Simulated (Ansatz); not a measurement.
# SrCl2 (Fm-3m): a volume series of phonon spectra

Which modes of SrCl2 drive its thermal expansion?

Method: DFT PBE, scalar-relativistic, plane waves, PAW, in Ansatz 0.2.0.

Most raw output is cut from this account.

### Step 1. Starting point

It takes space group Fm-3m (No. 225, cubic). The conventional cell has a = 6.977 Å, b = 6.977 Å, c = 6.977 Å, α = 90.00°, β = 90.00°, γ = 90.00°. Sr has 8 Cl at 3.02 Å nearest. Cl has 4 Sr at 3.02 Å nearest. Farther neighbours and most contacts between anions are not listed.

### Step 2. Probe on a coarse mesh

Before spending time, one coarse run tells the gap and the pressure of the starting cell.

The input, input.yaml:

```yaml
crystal:
  lattice:
    - [0.0, 3.48835, 3.48835]
    - [3.48835, 0.0, 3.48835]
    - [3.48835, 3.48835, 0.0]
  atoms:
    - { symbol: Sr, position: [0.0, 0.0, 0.0] }
    - { symbol: Cl, position: [0.25, 0.25, 0.25] }
    - { symbol: Cl, position: [0.75, 0.75, 0.75] }
kpoints:
  mp_grid: { grid: [4, 4, 4] }
hamiltonian:
  xc: pbe
scf:
  occupations: { method: gaussian, width: 0.1 }
output:
  forces: true
  stress: true
  eigenvalues: true
```

The run is started by

```console
> ansatz run input.yaml --threads 4 --pin off --max-ram 8192MiB --backend cpu --events-out ev --progress --plain --runs-dir out
```

Elapsed: 0.83 s, on 4 threads of Arm Neoverse V1, shared host; peak memory 0.28 GiB.

A gap read on the k-mesh alone can miss the band edges.

Numbers from this step:

| Property | Result |
| --- | --- |
| pressure | 0.9883 GPa |
| gap on the k-mesh | 5.343 eV |
| volume per atom | 28.30 Å³ |

The start is under 0.99 GPa at this level and looks like an insulator or semiconductor on this mesh.

### Step 3. Relaxation

Phonons are second derivatives about a minimum, so cell and atoms are relaxed first, inside the symmetry of the start.

input.yaml, the sections that differ from step 2:

```yaml
kpoints:
  mp_grid: { grid: [6, 6, 6] }
scf:
  occupations: { method: gaussian, width: 0.02 }
relax:
  adjacent_minimum: "off"
  f_tol: 0.005
  max_steps: 80
  cell: { stress_tol: 0.05 }
# crystal, hamiltonian, output: as in step 2
```

Wall time 1.5 s (4 threads); peak memory 0.32 GiB; 5.3 s of CPU time.

Step by step:

```csv
step,energy less that of the first step (eV),largest force component (eV/Å),pressure (GPa),volume (Å³)
1,0.0000,0.0000,0.99,84.90
2,-0.0071,0.0000,0.04,87.17
3*,-0.0071,0.0000,0.04,87.17
```

Relaxation steps marked * repeat the geometry before them on a plane-wave basis chosen anew for their cell, so energy and pressure can jump there.

The run keeps the 48 symmetry operations that it works with, so distortions that break them were not tested.

```csv
"conventional cell, symmetrised",before,after,change
a (Å),6.977,7.038,+0.9 %
b (Å),6.977,7.038,+0.9 %
c (Å),6.977,7.038,+0.9 %
volume (Å³/atom),28.30,29.06,+2.7 %
```

The relaxed structure:

```xyz
3
Lattice="0.0000 3.5192 3.5192 3.5192 0.0000 3.5192 3.5192 3.5192 0.0000" Properties=species:S:1:pos:R:3 pbc="T T T"
Sr    0.0000    0.0000    0.0000
Cl    1.7596    1.7596    1.7596
Cl    5.2788    5.2788    5.2788
```

This step gave:

```
pressure          : 0.03966 GPa
gap on the k-mesh : 5.241 eV
volume per atom   : 29.06 Å³
```

The relaxation ends with a pressure of 0.04 GPa.

### Step 4. Relaxing to small residual forces and stress

The relaxation is repeated with tighter thresholds on force and stress, since phonons are sensitive to what is left; a change of mesh or smearing in the input moves the cell too.

input.yaml, the sections that differ from step 3:

```yaml
crystal:
  lattice:
    - [0.0, 3.5192138371, 3.5192138371]
    - [3.5192138371, 0.0, 3.5192138371]
    - [3.5192138371, 3.5192138371, 0.0]
  atoms:
    - { symbol: Sr, position: [0.0, 0.0, 0.0] }
    - { symbol: Cl, position: [0.25, 0.25, 0.25] }
    - { symbol: Cl, position: [0.75, 0.75, 0.75] }
scf:
  occupations: { method: fixed }
relax:
  adjacent_minimum: "off"
  f_tol: 0.001
  max_steps: 60
  cell: { stress_tol: 0.01 }
# kpoints, hamiltonian, output: as in step 3
```

It took 1.4 s on 4 threads; peak memory 0.31 GiB.

Little changed from the start: no atom moved by 0.005 Å and no cell edge by 0.1 %.

This step gave:

* pressure: 0.003263 GPa
* gap on the k-mesh: 5.237 eV
* volume per atom: 29.09 Å³

The residual pressure is 0.0033 GPa, small enough for phonons.

### Step 5. Phonons, V/V0 1

The same q-mesh and k-mesh are kept at every volume, so that much of their error can cancel in the differences.

The input, input.yaml:

```yaml
crystal:
  lattice:
    - [0.0, 3.5204798119, 3.5204798119]
    - [3.5204798119, 0.0, 3.5204798119]
    - [3.5204798119, 3.5204798119, 0.0]
  atoms:
    - { symbol: Sr, position: [0.0, 0.0, 0.0] }
    - { symbol: Cl, position: [0.25, 0.25, 0.25] }
    - { symbol: Cl, position: [0.75, 0.75, 0.75] }
kpoints:
  mp_grid: { grid: [6, 6, 6] }
hamiltonian:
  xc: pbe
scf:
  occupations: { method: fixed }
output:
  eigenvalues: true
phonons:
  method: dfpt
  dielectric: true
  rigid_motions: translations
  qmesh: [2, 2, 2]
  temperatures: { t_max: 1000, t_step: 50 }
  qpath:
    path:
      - [[0.0, 0.0, 0.0], [0.5, 0.0, 0.5], [0.625, 0.25, 0.625]]
      - [[0.375, 0.375, 0.75], [0.0, 0.0, 0.0], [0.5, 0.5, 0.5], [0.5, 0.25, 0.75], [0.5, 0.0, 0.5]]
    npoints: 10
```

Wall time 20 s (4 threads); peak memory 0.58 GiB.

Numbers from this step:

* lowest frequency on the path: 0 cm⁻¹
* zero-point energy: 0.07013 eV/cell
* point group: m-3m
* highest frequency: 216.8 cm⁻¹
* Debye temperature from the second moment: 248 K

LO-TO term included. The phonon branches at the labelled points (cm⁻¹):

```csv
point,branch 1,branch 2,branch 3,branch 4,branch 5,branch 6,branch 7,branch 8,branch 9
Γ,0,0,0,126,126,171,171,171,217
halfway,44,44,99,112,112,131,176,176,211
X,62,75,75,90,90,145,178,178,201
halfway,65,75,82,94,95,140,176,177,199
U,74,75,97,105,107,129,171,175,194
jump to K,74,75,97,105,107,129,171,175,194
halfway,52,60,89,112,142,150,156,176,196
Γ,0,0,0,126,126,171,171,171,217
halfway,48,48,75,130,130,164,164,165,199
L,64,64,119,146,146,147,147,161,169
halfway,71,85,102,113,120,146,149,180,183
W,78,80,82,110,110,145,145,189,189
halfway,68,78,86,88,108,136,169,181,197
X,62,75,75,90,90,145,178,178,201
```

Tetrahedra on 16 16 16, mean over bins of 2 cm⁻¹. Table of phonon density of states by wavenumber; read off at these points:

```csv
wavenumber (cm⁻¹),phonon density of states (1/cm⁻¹/cell)
1.0,0
7.0,1.5e-4
13.0,8.5e-4
19.0,0.00179
25.0,0.00357
31.0,0.00568
37.0,0.00881
41.0,0.011
47.0,0.0161
53.0,0.0229
59.0,0.0335
65.0,0.0659
71.0,0.0820
75.0,0.0876
77.0,0.0661
83.0,0.0452
89.0,0.0235
95.0,0.0392
101.0,0.0621
103.0,0.0826
107.0,0.0687
111.0,0.0769
117.0,0.0919
119.0,0.0988
123.0,0.0624
129.0,0.0664
135.0,0.0558
141.0,0.0535
147.0,0.0292
153.0,0.0575
159.0,0.0411
165.0,0.0487
171.0,0.0795
177.0,0.128
181.0,0.0587
187.0,0.0556
193.0,0.0420
199.0,0.0353
205.0,0.0166
211.0,0.00869
217.0,7.0e-5
```

Harmonic. Thermo, by row:

```csv
T (K),F_vib (meV/atom),S (J/mol-atom/K),C_V (J/mol-atom/K)
0,23.38,0,0
50,22.57,5.197,10.23
100,17.17,15.46,18.87
150,6.91,23.78,21.89
200,-7.16,30.27,23.14
250,-24.25,35.51,23.76
300,-43.82,39.88,24.11
350,-65.48,43.61,24.33
400,-88.94,46.87,24.47
450,-114,49.76,24.57
500,-140.5,52.35,24.64
550,-168.2,54.7,24.69
600,-197.1,56.85,24.73
650,-227.1,58.83,24.76
700,-258.1,60.67,24.79
750,-290,62.38,24.81
800,-322.7,63.98,24.82
850,-356.2,65.49,24.84
900,-390.6,66.91,24.85
950,-425.6,68.25,24.86
1000,-461.3,69.53,24.86
```

Phonopy on the run's constants, 15x15x15 mesh, Gaussian sigma 2.0 cm⁻¹. Modes against wavenumber; read off at these points; values in 1/cm⁻¹/cell:

```csv
wavenumber (cm⁻¹),Cl,Sr
-10.0,0,0
0.0,7.0e-5,9.0e-5
10.0,1.8e-4,2.2e-4
20.0,7.8e-4,0.00103
30.0,0.00177,0.00258
40.0,0.00369,0.00618
50.0,0.00587,0.0121
60.0,0.00971,0.0260
70.0,0.0201,0.0572
72.5,0.0229,0.0611
80.0,0.0304,0.0269
81.6,0.0314,0.0217
90.0,0.0199,0.00821
100.0,0.0325,0.0218
110.0,0.0438,0.0319
118.3,0.0466,0.0454
120.0,0.0433,0.0423
130.0,0.0394,0.0208
140.0,0.0423,0.0102
150.0,0.0386,0.00276
160.0,0.0402,0.00179
170.0,0.0704,0.00190
176.3,0.106,0.00339
180.0,0.0734,0.00281
190.0,0.0453,0.00446
200.0,0.0261,0.00512
210.0,0.00640,0.00368
220.0,1.0e-4,7.5e-5
230.0,0,0
```

Born charge (rows field, columns displacement) (e), principal values of the symmetric part by kind of site:

```csv
atom,atoms with these values,low,middle,high,mean
Sr1,1,2.50,2.50,2.50,2.50
Cl2,2,-1.25,-1.25,-1.25,-1.25
```

In full for Sr1:

```
2.50 0.00 0.00
0.00 2.50 0.00
0.00 0.00 2.50
```

ε∞:

```
2.88 0.00 0.00
0.00 2.88 0.00
0.00 0.00 2.88
```

No LO-TO term. The modes at Γ (shares of kinetic energy by element, %):

```csv
mode,frequency (cm⁻¹),symmetry,Sr %,Cl %
1,0.0,T1u,55,45
2,0.0,T1u,55,45
3,0.0,T1u,55,45
4,125.8,T1u,45,55
5,125.8,T1u,45,55
6,125.8,T1u,45,55
7,170.9,T2g,0,100
8,170.9,T2g,0,100
9,170.9,T2g,0,100
```

Displacements in mode 6 (125.8 cm⁻¹), the largest set to 1:
```
Sr1  0.68  0.81  0.58
Cl2 -0.84 -1.00 -0.72
Cl3 -0.84 -1.00 -0.72
```

Displacements in mode 7 (170.9 cm⁻¹), the largest set to 1:
```
Sr1  0.00  0.00  0.00
Cl2  0.53 -0.12 -1.00
Cl3 -0.53  0.12  1.00
```

No mode is imaginary beyond numerical noise at the solved wavevectors.

### Step 6. A cell at another volume, V/V0 1.015

Symmetry fixes every atom, so a single point at the scaled cell gives the energy and pressure of this member.

The cell differs from the one that the last finished run ended in (a 4.979 → 5.003 Å, b 4.979 → 5.003 Å, c 4.979 → 5.003 Å).

input.yaml, the sections that differ from step 5:

```yaml
crystal:
  lattice:
    - [0.0, 3.5379949251, 3.5379949251]
    - [3.5379949251, 0.0, 3.5379949251]
    - [3.5379949251, 3.5379949251, 0.0]
  atoms:
    - { symbol: Sr, position: [0.0, 0.0, 0.0] }
    - { symbol: Cl, position: [0.25, 0.25, 0.25] }
    - { symbol: Cl, position: [0.75, 0.75, 0.75] }
output:
  forces: true
  stress: true
  eigenvalues: true
# kpoints, hamiltonian, scf: as in step 5
# phonons: removed
```

Wall time 0.51 s (4 threads); peak memory 0.3 GiB; 1.6 s of CPU time.

Numbers from this step:

```yaml
pressure: -0.4813 GPa
gap_on_the_k_mesh: 5.179 eV
volume_per_atom: 29.52 Å³
```

At this level the gap is 5.18 eV on the k-mesh of the self-consistent run, which can miss the band edges.

### Step 7. Lattice dynamics at this volume, V/V0 1.015

input.yaml, the sections that differ from step 6:

```yaml
output:
  eigenvalues: true
phonons:
  method: dfpt
  dielectric: true
  rigid_motions: translations
  qmesh: [2, 2, 2]
  temperatures: { t_max: 1000, t_step: 50 }
  qpath:
    path:
      - [[0.0, 0.0, 0.0], [0.5, 0.0, 0.5], [0.625, 0.25, 0.625]]
      - [[0.375, 0.375, 0.75], [0.0, 0.0, 0.0], [0.5, 0.5, 0.5], [0.5, 0.25, 0.75], [0.5, 0.0, 0.5]]
    npoints: 10
# crystal, kpoints, hamiltonian, scf: as in step 6
```

Elapsed: 20 s, on 4 threads; peak memory 0.6 GiB.

LO-TO term included. The phonon branches at the labelled points (cm⁻¹):

```csv
point,branch 1,branch 2,branch 3,branch 4,branch 5,branch 6,branch 7,branch 8,branch 9
Γ,0,0,0,120,120,167,167,167,213
halfway,43,43,97,107,107,127,171,171,207
X,57,73,73,85,85,142,173,173,197
halfway,60,73,80,90,91,138,171,172,195
U,69,73,94,101,104,126,166,171,190
jump to K,69,73,94,101,104,126,166,171,190
halfway,51,60,86,107,136,146,151,172,192
Γ,0,0,0,120,120,167,167,167,213
halfway,47,47,72,125,125,159,159,161,196
L,63,63,114,140,140,142,142,159,166
halfway,69,84,98,108,117,142,144,176,179
W,74,77,78,108,108,140,140,184,185
halfway,64,75,83,84,104,133,164,176,194
X,57,73,73,85,85,142,173,173,197
```

No mode is imaginary beyond numerical noise at the solved wavevectors. The highest zone-centre mode (no LO–TO term) moved by -2.5 % for a volume change of +1.5 %.

### Step 8. A cell at another volume, V/V0 0.985

The cell differs from the one that the last finished run ended in (a 5.003 → 4.954 Å, b 5.003 → 4.954 Å, c 5.003 → 4.954 Å).

input.yaml, the sections that differ from step 7:

```yaml
crystal:
  lattice:
    - [0.0, 3.50278866, 3.50278866]
    - [3.50278866, 0.0, 3.50278866]
    - [3.50278866, 3.50278866, 0.0]
  atoms:
    - { symbol: Sr, position: [0.0, 0.0, 0.0] }
    - { symbol: Cl, position: [0.25, 0.25, 0.25] }
    - { symbol: Cl, position: [0.75, 0.75, 0.75] }
output:
  forces: true
  stress: true
  eigenvalues: true
# kpoints, hamiltonian, scf: as in step 7
# phonons: removed
```

Run time: 0.5 s. Hardware: 4 threads; peak memory 0.31 GiB.

The run ends at a pressure of 0.53 GPa.

### Step 9. Phonons, V/V0 0.985

input.yaml, the sections that differ from step 8:

```yaml
output:
  eigenvalues: true
phonons:
  method: dfpt
  dielectric: true
  rigid_motions: translations
  qmesh: [2, 2, 2]
  temperatures: { t_max: 1000, t_step: 50 }
  qpath:
    path:
      - [[0.0, 0.0, 0.0], [0.5, 0.0, 0.5], [0.625, 0.25, 0.625]]
      - [[0.375, 0.375, 0.75], [0.0, 0.0, 0.0], [0.5, 0.5, 0.5], [0.5, 0.25, 0.75], [0.5, 0.0, 0.5]]
    npoints: 10
# crystal, kpoints, hamiltonian, scf: as in step 8
```

It took 20 s on 4 threads; peak memory 0.58 GiB; 76 s of CPU time.

LO-TO term included. The phonon branches at the labelled points (cm⁻¹):

```csv
point,branch 1,branch 2,branch 3,branch 4,branch 5,branch 6,branch 7,branch 8,branch 9
Γ,0,0,0,131,131,175,175,175,221
halfway,46,46,101,117,117,135,181,181,215
X,67,77,77,94,94,147,183,183,205
halfway,70,77,84,98,100,143,181,182,203
U,77,78,100,109,110,133,176,179,199
jump to K,77,78,100,109,110,133,176,179,199
halfway,53,61,92,116,147,154,161,180,200
Γ,0,0,0,131,131,175,175,175,221
halfway,48,48,77,135,135,168,168,169,203
L,65,65,124,151,151,151,151,163,173
halfway,72,86,107,117,124,151,154,185,187
W,83,83,86,112,112,150,150,193,194
halfway,73,80,88,92,112,139,174,186,202
X,67,77,77,94,94,147,183,183,205
```

No mode is imaginary beyond numerical noise at the solved wavevectors. The highest zone-centre mode (no LO–TO term) moved by +2.6 % for a volume change of -1.5 %.

### Step 10. Single point at a scaled cell, V/V0 1.03

The cell differs from the one that the last finished run ended in (a 4.954 → 5.028 Å, b 4.954 → 5.028 Å, c 4.954 → 5.028 Å).

input.yaml, the sections that differ from step 9:

```yaml
crystal:
  lattice:
    - [0.0, 3.5553383147, 3.5553383147]
    - [3.5553383147, 0.0, 3.5553383147]
    - [3.5553383147, 3.5553383147, 0.0]
  atoms:
    - { symbol: Sr, position: [0.0, 0.0, 0.0] }
    - { symbol: Cl, position: [0.25, 0.25, 0.25] }
    - { symbol: Cl, position: [0.75, 0.75, 0.75] }
output:
  forces: true
  stress: true
  eigenvalues: true
# kpoints, hamiltonian, scf: as in step 9
# phonons: removed
```

Wall time 0.53 s (4 threads); peak memory 0.31 GiB.

The run ends at a pressure of -0.93 GPa.

### Step 11. Phonons, V/V0 1.03

Phonons at this volume give one point of F(V, T); meshes stay fixed along the series.

input.yaml, the sections that differ from step 10:

```yaml
output:
  eigenvalues: true
phonons:
  method: dfpt
  dielectric: true
  rigid_motions: translations
  qmesh: [2, 2, 2]
  temperatures: { t_max: 1000, t_step: 50 }
  qpath:
    path:
      - [[0.0, 0.0, 0.0], [0.5, 0.0, 0.5], [0.625, 0.25, 0.625]]
      - [[0.375, 0.375, 0.75], [0.0, 0.0, 0.0], [0.5, 0.5, 0.5], [0.5, 0.25, 0.75], [0.5, 0.0, 0.5]]
    npoints: 10
# crystal, kpoints, hamiltonian, scf: as in step 10
```

Wall time 20 s (4 threads); peak memory 0.6 GiB.

LO-TO term included. The phonon branches at the labelled points (cm⁻¹):

```csv
point,branch 1,branch 2,branch 3,branch 4,branch 5,branch 6,branch 7,branch 8,branch 9
Γ,0,0,0,115,115,162,162,162,210
halfway,42,42,95,102,102,123,167,167,203
X,51,71,71,81,81,140,168,168,193
halfway,55,71,77,85,87,135,166,168,192
U,64,71,91,97,101,123,161,167,187
jump to K,64,71,91,97,101,123,161,167,187
halfway,49,59,84,102,131,142,147,168,189
Γ,0,0,0,115,115,162,162,162,210
halfway,46,46,70,119,119,155,155,158,192
L,62,62,109,135,135,138,138,157,163
halfway,67,82,94,104,114,138,140,173,176
W,69,74,74,107,107,135,135,180,182
halfway,59,73,79,82,100,131,160,172,190
X,51,71,71,81,81,140,168,168,193
```

No mode is imaginary beyond numerical noise at the solved wavevectors. The highest zone-centre mode (no LO–TO term) moved by -4.9 % for a volume change of +3.0 %.

### Step 12. Single point at a scaled cell, V/V0 0.97

The input, input.yaml:

```yaml
crystal:
  lattice:
    - [0.0, 3.4849169783, 3.4849169783]
    - [3.4849169783, 0.0, 3.4849169783]
    - [3.4849169783, 3.4849169783, 0.0]
  atoms:
    - { symbol: Sr, position: [0.0, 0.0, 0.0] }
    - { symbol: Cl, position: [0.25, 0.25, 0.25] }
    - { symbol: Cl, position: [0.75, 0.75, 0.75] }
kpoints:
  mp_grid: { grid: [6, 6, 6] }
hamiltonian:
  xc: pbe
scf:
  occupations: { method: fixed }
output:
  forces: true
  stress: true
  eigenvalues: true
  write_density: true
  write_potential: true
  elf: true
  volumetric_format: npy
```

Elapsed: 0.66 s, on 4 threads; peak memory 0.3 GiB.

The run ends at a pressure of 1.10 GPa.

### Step 13. Lattice dynamics at this volume, V/V0 0.97

input.yaml, the sections that differ from step 12:

```yaml
output:
  eigenvalues: true
phonons:
  method: dfpt
  dielectric: true
  rigid_motions: translations
  qmesh: [2, 2, 2]
  temperatures: { t_max: 1000, t_step: 50 }
  qpath:
    path:
      - [[0.0, 0.0, 0.0], [0.5, 0.0, 0.5], [0.625, 0.25, 0.625]]
      - [[0.375, 0.375, 0.75], [0.0, 0.0, 0.0], [0.5, 0.5, 0.5], [0.5, 0.25, 0.75], [0.5, 0.0, 0.5]]
    npoints: 10
# crystal, kpoints, hamiltonian, scf: as in step 12
```

Run time: 20 s. Hardware: 4 threads; peak memory 0.58 GiB; 78 s of CPU time.

LO-TO term included. Phonon branches along the path, in cm⁻¹:

```csv
point,branch 1,branch 2,branch 3,branch 4,branch 5,branch 6,branch 7,branch 8,branch 9
Γ,0,0,0,137,137,180,180,180,224
halfway,47,47,103,122,122,139,186,186,219
X,72,79,79,99,99,150,188,188,209
halfway,75,79,86,103,104,146,186,187,207
U,78,83,102,113,114,137,182,184,203
jump to K,78,83,102,113,114,137,182,184,203
halfway,55,62,95,121,153,158,166,184,204
Γ,0,0,0,137,137,180,180,180,224
halfway,49,49,80,141,141,173,173,173,206
L,66,66,128,155,155,157,157,166,176
halfway,74,88,112,122,126,156,158,189,192
W,85,88,91,114,114,155,155,197,199
halfway,78,82,90,97,116,143,179,191,206
X,72,79,79,99,99,150,188,188,209
```

No mode is imaginary beyond numerical noise at the solved wavevectors. The highest zone-centre mode (no LO–TO term) moved by +5.2 % for a volume change of -3.0 %.

### Step 14. Single point at a scaled cell, V/V0 1.05

The cell differs from the one that the last finished run ended in (a 4.928 → 5.060 Å, b 4.928 → 5.060 Å, c 4.928 → 5.060 Å).

input.yaml, the sections that differ from step 13:

```yaml
crystal:
  lattice:
    - [0.0, 3.578202855, 3.578202855]
    - [3.578202855, 0.0, 3.578202855]
    - [3.578202855, 3.578202855, 0.0]
  atoms:
    - { symbol: Sr, position: [0.0, 0.0, 0.0] }
    - { symbol: Cl, position: [0.25, 0.25, 0.25] }
    - { symbol: Cl, position: [0.75, 0.75, 0.75] }
output:
  forces: true
  stress: true
  eigenvalues: true
# kpoints, hamiltonian, scf: as in step 13
# phonons: removed
```

It took 0.52 s on 4 threads; peak memory 0.32 GiB.

The run ends at a pressure of -1.47 GPa.

(Continued in part 2 of 2.)

[Logs are printed without paths, hosts, clocks, repeated set-up lines and the standing remarks that a program may print on its own settings, such as how far it seeks lower states.]

[Hosts, paths, dates, database ids (printed as entryN), source tags and the programs' standing remarks are cut or masked in the printed files.]

[A step with changed settings may run another functional than the one named; its input shows which.]

[Of the runs on displaced cells, only some may be shown.]
